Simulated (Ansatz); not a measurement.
# Work function of Mo by crystal face

How much does the work function of Mo differ between its low-index faces, and does the functional change the order?

Measured values are compiled ones, as quoted in “Anisotropic work function of elemental crystals” (2019, arxiv:1902.07811).

How it was computed: Ansatz 0.2.0, plane waves with PAW datasets (its set soft_2) at their recommended cutoffs; symmetric slabs of 7 layers (11 for bcc (111)) cut at the tabulated experimental lattice constant, atoms at bulk places, 18 Å of vacuum, k-spacing 0.16 Å⁻¹ (2π included), Fermi-Dirac smearing of 0.1 eV, SCF threshold 1e-9 eV; spin-polarised where the metal is Fe, Co or Ni. The work function is the vacuum level less the Fermi level; differences are formed before rounding.

Results:

```
 face  atoms per nm²  LDA (eV)  PBEsol (eV)  r2SCAN (eV)  PBE (eV)  RPBE (eV)  PBE, relaxed (eV)  measured (eV)
(110)           14.3      4.96         4.77         4.70      4.66       4.51               4.56           4.95
(100)           10.1      4.27         4.05         3.87      3.95       3.78               3.90          4.45*
(111)            5.8      4.01         3.79         3.69      3.71       3.55               3.96           4.52
```

**Answer.** With PBE the work function runs from 4.66 eV on (110) to 3.71 eV on (111). It falls with the atom density, as Smoluchowski smoothing would have it: on an open face electrons flow from the ridges into the troughs, which weakens the surface dipole. All functionals in the table give the same order. LDA lies 0.30 to 0.32 eV above PBE. After relaxation the order is (100) < (111) < (110), so that reading holds for the unrelaxed slabs alone. With the layers relaxed PBE misses the measured values by 0.39 to 0.56 eV. Against the 2 measured values on unreconstructed faces, LDA comes nearest (mean absolute error 0.26 eV), and PBE misses by 0.29 to 0.81 eV. For (110) and (111) the measured order is the one that PBE gives. Relaxing all layers with PBE (forces under 0.01 eV/Å) moves the values by −0.10 to +0.25 eV.

What the numbers leave out: Slabs this thin leave size errors that can reach a tenth of an eV or more. Compiled measured values differ between sources by a tenth of an eV or more. A star marks a face that reconstructs in experiment, which these slabs don't, so it is no test. The functionals share one unrelaxed geometry at the tabulated experimental lattice constant; the relaxed column keeps that in-plane lattice, which is not PBE's own.

[Logs are printed without paths, hosts, clocks, repeated set-up lines and the standing remarks that a program may print on its own settings, such as how far it seeks lower states.]
